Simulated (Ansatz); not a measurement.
## Ca on Cu(111): change of the work function

How does Ca on the fcc site change the work function of Cu(111) as the layer fills?

Method: plane-wave DFT, PBE, Ansatz PAW, in Ansatz 0.2.0.

Most raw output is cut from this account.

**1. The starting structure**

The cell holds 4 atoms: 4 Cu. Cell: a = 2.553 Å, b = 2.553 Å, c = 24.253 Å, α = 90.0°, β = 90.0°, γ = 60.0°. Vacuum lies along c.

**2. The clean slab**

The bare slab comes first, as the zero from which every change is counted. The two lowest layers are held at bulk places and the upper ones relax. The dipole correction removes the false field that a one-sided slab makes across the periodic vacuum, so each face gets a flat vacuum level of its own.

File input.yaml:

```yaml
crystal:
  lattice:
    - [2.5526554801, 0.0, 0.0]
    - [1.27632774, 2.2106644929, 0.0]
    - [0.0, 0.0, 24.2527034153]
  atoms:
    - { symbol: Cu, position: [0.0, 0.0, 0.3710926508] }
    - { symbol: Cu, position: [0.3333333333, 0.3333333333, 0.4570308836] }
    - { symbol: Cu, position: [0.6666666667, 0.6666666667, 0.5429691164] }
    - { symbol: Cu, position: [0.0, 0.0, 0.6289073492] }
kpoints:
  mp_grid: { grid: [12, 12, 1] }
hamiltonian:
  xc: pbe
scf:
  occupations: { method: fermi_dirac, width: 0.1 }
  convergence: { dr2_threshold: 1.0e-08 }
efield:
  axis: 3
  dipole_correction: true
  ramp_position: 0.97
  ramp_width: 0.06
relax:
  f_tol: 0.02
  max_steps: 60
  constraints: [{ sites: [0, 1] }]
output:
  write_potential: true
  write_density: true
  volumetric_format: npy
```

Started as:

```
$ ansatz run input.yaml --threads 4 --pin off --max-ram 16384MiB --backend cpu --events-out ev --progress --plain --runs-dir out
```

Elapsed: 5.1 s, on 4 threads of Arm Neoverse V1, shared host; peak memory 0.47 GiB.

No atom moved by 0.005 Å in the relaxation.

Numbers from this step:

* energy at zero smearing: -26499.7681 eV
* work function, upper face: 4.786 eV
* dipole along the normal: -2.12e-6 e·Å

Running mean over 2.084 Å of the planar mean; the ramp of the sawtooth is left out. Table of electron's electrostatic potential energy less the Fermi level by z:

| z (Å) | electron's electrostatic potential energy less the Fermi level (eV) |
| --- | --- |
| 3.0 | 4.79 |
| 3.5 | 4.79 |
| 4.0 | 4.79 |
| 4.5 | 4.78 |
| 5.0 | 4.78 |
| 5.5 | 4.77 |
| 6.0 | 4.73 |
| 6.5 | 4.60 |
| 7.0 | 4.11 |
| 7.5 | 2.00 |
| 8.0 | -2.75 |
| 8.5 | -7.12 |
| 9.0 | -8.54 |
| 9.5 | -8.74 |
| 10.0 | -8.78 |
| 10.5 | -8.81 |
| 11.0 | -8.83 |
| 11.5 | -8.82 |
| 12.0 | -8.81 |
| 12.5 | -8.81 |
| 13.0 | -8.82 |
| 13.5 | -8.82 |
| 14.0 | -8.79 |
| 14.5 | -8.76 |
| 15.0 | -8.69 |
| 15.5 | -8.16 |
| 16.0 | -5.25 |
| 16.5 | -0.203 |
| 17.0 | 3.41 |
| 17.5 | 4.43 |
| 18.0 | 4.68 |
| 18.5 | 4.76 |
| 19.0 | 4.78 |
| 19.5 | 4.78 |
| 20.0 | 4.79 |
| 20.5 | 4.79 |
| 21.0 | 4.79 |

The work function of the upper face is 4.79 eV.

**3. Adsorbate added, k-mesh 4×4×1, coverage 0.111 ML**

System of this step: Ca/Cu(111). The cell holds 37 atoms: 36 Cu and 1 Ca. Cell: a = 7.658 Å, b = 7.658 Å, c = 27.062 Å, α = 90.0°, β = 90.0°, γ = 60.0°. Vacuum lies along c.

The clean slab as it ended is repeated in the plane and the adsorbate is set on one face; the cell's size fixes the coverage, and the k-mesh shrinks with it to keep the sampling density about even. Adsorbate and upper layers relax, since the dipole depends on the height.

File input.yaml:

```yaml
crystal:
  lattice:
    - [7.6579664403, 1.0e-10, 0.0]
    - [3.8289832201, 6.6319934787, 0.0]
    - [0.0, 0.0, 27.061992489]
  atoms:
    - { symbol: Cu, position: [0.0, 0.0, 0.3325697472] }
    - { symbol: Cu, position: [0.1111111111, 0.1111111111, 0.409586784] }
    - { symbol: Cu, position: [0.2222222222, 0.2222222222, 0.4866038208] }
    - { symbol: Cu, position: [0.0, 0.0, 0.5636208577] }
    - { symbol: Cu, position: [0.0, 0.3333333333, 0.3325697472] }
    - { symbol: Cu, position: [0.1111111111, 0.4444444444, 0.409586784] }
    - { symbol: Cu, position: [0.2222222222, 0.5555555556, 0.4866038208] }
    - { symbol: Cu, position: [0.0, 0.3333333333, 0.5636208577] }
    - { symbol: Cu, position: [0.0, 0.6666666667, 0.3325697472] }
    - { symbol: Cu, position: [0.1111111111, 0.7777777778, 0.409586784] }
    - { symbol: Cu, position: [0.2222222222, 0.8888888889, 0.4866038208] }
    - { symbol: Cu, position: [0.0, 0.6666666667, 0.5636208577] }
    - { symbol: Cu, position: [0.3333333333, 0.0, 0.3325697472] }
    - { symbol: Cu, position: [0.4444444444, 0.1111111111, 0.409586784] }
    - { symbol: Cu, position: [0.5555555556, 0.2222222222, 0.4866038208] }
    - { symbol: Cu, position: [0.3333333333, 0.0, 0.5636208577] }
    - { symbol: Cu, position: [0.3333333333, 0.3333333333, 0.3325697472] }
    - { symbol: Cu, position: [0.4444444444, 0.4444444444, 0.409586784] }
    - { symbol: Cu, position: [0.5555555556, 0.5555555556, 0.4866038208] }
    - { symbol: Cu, position: [0.3333333333, 0.3333333333, 0.5636208577] }
    - { symbol: Cu, position: [0.3333333333, 0.6666666667, 0.3325697472] }
    - { symbol: Cu, position: [0.4444444444, 0.7777777778, 0.409586784] }
    - { symbol: Cu, position: [0.5555555556, 0.8888888889, 0.4866038208] }
    - { symbol: Cu, position: [0.3333333333, 0.6666666667, 0.5636208577] }
    - { symbol: Cu, position: [0.6666666667, 0.0, 0.3325697472] }
    - { symbol: Cu, position: [0.7777777778, 0.1111111111, 0.409586784] }
    - { symbol: Cu, position: [0.8888888889, 0.2222222222, 0.4866038208] }
    - { symbol: Cu, position: [0.6666666667, 0.0, 0.5636208577] }
    - { symbol: Cu, position: [0.6666666667, 0.3333333333, 0.3325697472] }
    - { symbol: Cu, position: [0.7777777778, 0.4444444444, 0.409586784] }
    - { symbol: Cu, position: [0.8888888889, 0.5555555556, 0.4866038208] }
    - { symbol: Cu, position: [0.6666666667, 0.3333333333, 0.5636208577] }
    - { symbol: Cu, position: [0.6666666667, 0.6666666667, 0.3325697472] }
    - { symbol: Cu, position: [0.7777777778, 0.7777777778, 0.409586784] }
    - { symbol: Cu, position: [0.8888888889, 0.8888888889, 0.4866038208] }
    - { symbol: Cu, position: [0.6666666667, 0.6666666667, 0.5636208577] }
    - { symbol: Ca, position: [0.1111111111, 0.1111111111, 0.6674302528] }
kpoints:
  mp_grid: { grid: [4, 4, 1] }
hamiltonian:
  xc: pbe
scf:
  occupations: { method: fermi_dirac, width: 0.1 }
  convergence: { dr2_threshold: 1.0e-08 }
efield:
  axis: 3
  dipole_correction: true
  ramp_position: 0.97
  ramp_width: 0.06
relax:
  f_tol: 0.02
  max_steps: 60
  constraints:
    - { sites: [0, 1, 4, 5, 8, 9, 12, 13, 16, 17, 20, 21, 24, 25, 28, 29, 32, 33] }
output:
  write_potential: true
  write_density: true
  volumetric_format: npy
```

Run time: 18 min. Hardware: 4 threads; peak memory 9.8 GiB.

The steps of the relaxation:

| step | energy less that of the first step (eV) | largest force component (eV/Å) |
| --- | --- | --- |
| 1 | 0.0000 | 1.3084 |
| 2 | -0.2333 | 1.0457 |
| 3 | -0.3951 | 0.4232 |
| 4 | -0.4271 | 0.3043 |
| 5 | -0.4398 | 0.0308 |
| 6 | -0.4401 | 0.0081 |

The run keeps the 6 symmetry operations that it works with, so distortions that break them were not tested.

The atoms that moved most (Å):

| atom | dx | dy | dz | length |
| --- | --- | --- | --- | --- |
| Ca37 | 0.000 | 0.000 | -0.557 | 0.557 |
| Cu4 | -0.020 | -0.012 | -0.060 | 0.065 |
| Cu8 | 0.000 | 0.023 | -0.060 | 0.065 |
| Cu16 | 0.020 | -0.012 | -0.060 | 0.065 |
| Cu32 | 0.013 | -0.007 | 0.055 | 0.056 |
| Cu20 | -0.013 | -0.007 | 0.055 | 0.056 |
| Cu24 | 0.000 | 0.015 | 0.055 | 0.056 |
| Cu36 | 0.001 | 0.001 | 0.027 | 0.027 |

Final coordinates:

```xyz
37
Lattice="7.6580 0.0000 0.0000 3.8290 6.6320 0.0000 0.0000 0.0000 27.0620" Properties=species:S:1:pos:R:3
Cu    0.0000    0.0000    9.0000
Cu    1.2763    0.7369   11.0842
Cu    2.5582    1.4770   13.1435
Cu   -0.0203   -0.0117   15.1924
Cu    1.2763    2.2107    9.0000
Cu    2.5527    2.9476   11.0842
Cu    3.8321    3.6827   13.1949
Cu    1.2763    2.2341   15.1924
Cu    2.5527    4.4213    9.0000
Cu    3.8290    5.1582   11.0842
Cu    5.1053    5.8887   13.1435
Cu    2.5517    4.4219   15.2799
Cu    2.5527    0.0000    9.0000
Cu    3.8290    0.7369   11.0842
Cu    5.1053    1.4773   13.1949
Cu    2.5729   -0.0117   15.1924
Cu    3.8290    2.2107    9.0000
Cu    5.1053    2.9476   11.0842
Cu    6.3786    3.6827   13.1949
Cu    3.8164    2.2034   15.3073
Cu    5.1053    4.4213    9.0000
Cu    6.3816    5.1582   11.0842
Cu    7.6681    5.8892   13.1551
Cu    5.1053    4.4359   15.3073
Cu    5.1053    0.0000    9.0000
Cu    6.3816    0.7369   11.0842
Cu    7.6524    1.4770   13.1435
Cu    5.1053   -0.0011   15.2799
Cu    6.3816    2.2107    9.0000
Cu    7.6580    2.9476   11.0842
Cu    8.9343    3.6962   13.1551
Cu    6.3942    2.2034   15.3073
Cu    7.6580    4.4213    9.0000
Cu    8.9343    5.1582   11.0842
Cu   10.2004    5.8892   13.1551
Cu    7.6589    4.4219   15.2799
Ca    1.2763    0.7369   17.5054
```

This step gave:

| Item | Value |
| --- | --- |
| energy at zero smearing | -240315.3608 eV |
| work function, upper face | 2.302 eV |
| work function, lower face | 4.798 eV |
| dipole along the normal | 0.7006 e·Å |
| step between the vacuum levels | -2.496 eV |

Running mean over 2.084 Å of the planar mean; the ramp of the sawtooth is left out. Table of electron's electrostatic potential energy less the Fermi level by z:

z (Å), electron's electrostatic potential energy less the Fermi level (eV) and a bar from the least value:
```
      3.5       4.80 ##############################
      4.0       4.80 ##############################
      4.5       4.80 ##############################
      5.0       4.79 ##############################
      5.5       4.78 ##############################
      6.0       4.74 ##############################
      6.5       4.60 ##############################
      7.0       4.10 ############################
      7.5       2.00 ########################
      8.0      -2.77 #############
      8.5      -7.13 ####
      9.0      -8.58 #
      9.5      -8.77 
     10.0      -8.81 
     10.5      -8.84 
     11.0      -8.86 
     11.5      -8.86 
     12.0      -8.86 
     12.5      -8.85 
     13.0      -8.84 
     13.5      -8.82 
     14.0      -8.74 
     14.5      -8.71 
     15.0      -8.73 
     15.5      -8.36 #
     16.0      -5.95 ######
     16.5      -1.89 ###############
     17.0       0.68 #####################
     17.5       1.00 ######################
     18.0       0.97 ######################
     18.5       1.31 ######################
     19.0       1.81 #######################
     19.5       2.09 ########################
     20.0       2.20 ########################
     20.5       2.26 ########################
     21.0       2.28 ########################
     21.5       2.29 #########################
     22.0       2.30 #########################
     22.5       2.30 #########################
     23.0       2.30 #########################
     23.5       2.30 #########################
```

The relaxation took 6 steps and lowered the energy by 0.44 eV; the largest force on the free atoms ends at 0.0081 eV/Å.

The covered face has 2.30 eV, -2.48 eV against the clean one; the bare back face has moved by +0.01 eV, a measure of how thin the slab is.

**4. Adsorbate added, k-mesh 6×6×1, coverage 0.25 ML**

System of this step: Ca/Cu(111). The cell holds 17 atoms: 16 Cu and 1 Ca. Cell: a = 5.105 Å, b = 5.105 Å, c = 27.062 Å, α = 90.0°, β = 90.0°, γ = 60.0°. Vacuum lies along c.

Another coverage, to see how the dipoles act on each other as their distance changes.

File input.yaml:

```yaml
crystal:
  lattice:
    - [5.1053109602, 1.0e-10, 0.0]
    - [2.5526554801, 4.4213289858, 0.0]
    - [0.0, 0.0, 27.061992489]
  atoms:
    - { symbol: Cu, position: [0.0, 0.0, 0.3325697472] }
    - { symbol: Cu, position: [0.1666666667, 0.1666666667, 0.409586784] }
    - { symbol: Cu, position: [0.3333333333, 0.3333333333, 0.4866038208] }
    - { symbol: Cu, position: [0.0, 0.0, 0.5636208577] }
    - { symbol: Cu, position: [0.0, 0.5, 0.3325697472] }
    - { symbol: Cu, position: [0.1666666667, 0.6666666667, 0.409586784] }
    - { symbol: Cu, position: [0.3333333333, 0.8333333333, 0.4866038208] }
    - { symbol: Cu, position: [0.0, 0.5, 0.5636208577] }
    - { symbol: Cu, position: [0.5, 0.0, 0.3325697472] }
    - { symbol: Cu, position: [0.6666666667, 0.1666666667, 0.409586784] }
    - { symbol: Cu, position: [0.8333333333, 0.3333333333, 0.4866038208] }
    - { symbol: Cu, position: [0.5, 0.0, 0.5636208577] }
    - { symbol: Cu, position: [0.5, 0.5, 0.3325697472] }
    - { symbol: Cu, position: [0.6666666667, 0.6666666667, 0.409586784] }
    - { symbol: Cu, position: [0.8333333333, 0.8333333333, 0.4866038208] }
    - { symbol: Cu, position: [0.5, 0.5, 0.5636208577] }
    - { symbol: Ca, position: [0.1666666667, 0.1666666667, 0.6674302528] }
kpoints:
  mp_grid: { grid: [6, 6, 1] }
hamiltonian:
  xc: pbe
scf:
  occupations: { method: fermi_dirac, width: 0.1 }
  convergence: { dr2_threshold: 1.0e-08 }
efield:
  axis: 3
  dipole_correction: true
  ramp_position: 0.97
  ramp_width: 0.06
relax:
  f_tol: 0.02
  max_steps: 60
  constraints: [{ sites: [0, 1, 4, 5, 8, 9, 12, 13] }]
output:
  dos: { projected: true, e_range: [-8, 4] }
  write_potential: true
  write_density: true
  volumetric_format: npy
  elf: true
```

It took 3.6 min on 4 threads; peak memory 2.8 GiB.

Step by step:

| step | energy less that of the first step (eV) | largest force component (eV/Å) |
| --- | --- | --- |
| 1 | 0.0000 | 0.9153 |
| 2 | -0.1386 | 0.7225 |
| 3 | -0.2017 | 0.5509 |
| 4 | -0.2642 | 0.3239 |
| 5 | -0.2799 | 0.0947 |
| 6 | -0.2814 | 0.0042 |

Forces are held to the 6 operations that the run works with; a distortion that breaks them can't arise in this run.

The atoms that moved most (Å):

| atom | dx | dy | dz | length |
| --- | --- | --- | --- | --- |
| Ca17 | 0.000 | 0.000 | -0.462 | 0.462 |
| Cu16 | 0.000 | 0.000 | 0.202 | 0.202 |
| Cu15 | 0.000 | 0.000 | -0.039 | 0.039 |
| Cu4 | -0.017 | -0.010 | -0.028 | 0.034 |
| Cu8 | 0.000 | 0.019 | -0.028 | 0.034 |
| Cu12 | 0.017 | -0.010 | -0.028 | 0.034 |
| Cu11 | -0.010 | 0.006 | 0.009 | 0.015 |
| Cu7 | 0.000 | -0.012 | 0.009 | 0.015 |

The relaxed structure:

```cif
data_structure
_symmetry_space_group_name_H-M 'P 1'
_symmetry_Int_Tables_number 1
_cell_length_a 5.1053
_cell_length_b 5.1053
_cell_length_c 27.0620
_cell_angle_alpha 90.000
_cell_angle_beta 90.000
_cell_angle_gamma 60.000
_cell_volume 610.85
loop_
_atom_site_label
_atom_site_type_symbol
_atom_site_fract_x
_atom_site_fract_y
_atom_site_fract_z
_atom_site_occupancy
Cu1 Cu 0.00000 0.00000 0.33257 1
Cu2 Cu 0.16667 0.16667 0.40959 1
Cu3 Cu 0.33466 0.33466 0.48695 1
Cu4 Cu 0.99781 0.99781 0.56258 1
Cu5 Cu 0.00000 0.50000 0.33257 1
Cu6 Cu 0.16667 0.66667 0.40959 1
Cu7 Cu 0.33466 0.83069 0.48695 1
Cu8 Cu 0.99781 0.50438 0.56258 1
Cu9 Cu 0.50000 0.00000 0.33257 1
Cu10 Cu 0.66667 0.16667 0.40959 1
Cu11 Cu 0.83069 0.33466 0.48695 1
Cu12 Cu 0.50438 0.99781 0.56258 1
Cu13 Cu 0.50000 0.50000 0.33257 1
Cu14 Cu 0.66667 0.66667 0.40959 1
Cu15 Cu 0.83333 0.83333 0.48517 1
Cu16 Cu 0.50000 0.50000 0.57107 1
Ca17 Ca 0.16667 0.16667 0.65037 1
```

This step gave:

| Item | Value |
| --- | --- |
| energy at zero smearing | -107816.4763 eV |
| work function, upper face | 2.626 eV |
| work function, lower face | 4.800 eV |
| dipole along the normal | 0.2711 e·Å |
| step between the vacuum levels | -2.173 eV |

Running mean over 2.084 Å of the planar mean; the ramp of the sawtooth is left out. Table of electron's electrostatic potential energy less the Fermi level by z:

z (Å), electron's electrostatic potential energy less the Fermi level (eV) and a bar from the least value:
```
        4       4.80 ##############################
        5       4.79 ##############################
        6       4.75 ##############################
        7       4.11 ############################
        8      -2.75 #############
        9      -8.57 #
       10      -8.81 
       11      -8.86 
       12      -8.84 
       13      -8.81 
       14      -8.58 #
       15      -8.65 
       16      -6.54 #####
       17      -1.79 ################
       18      -1.95 ###############
       19       0.60 #####################
       20       2.15 ########################
       21       2.52 #########################
       22       2.61 #########################
       23       2.62 #########################
```

(Part 1 of 2 ends here.)

[Logs are printed without paths, hosts, clocks, repeated set-up lines and the standing remarks that a program may print on its own settings, such as how far it seeks lower states.]

[Hosts, paths, dates, database ids (printed as entryN), source tags and the programs' standing remarks are cut or masked in the printed files.]

[Maps of the electrostatic potential energy from Ansatz leave out the sawtooth potential of an applied field or a dipole correction, so their vacuum need not be flat; planar profiles and work functions include it.]
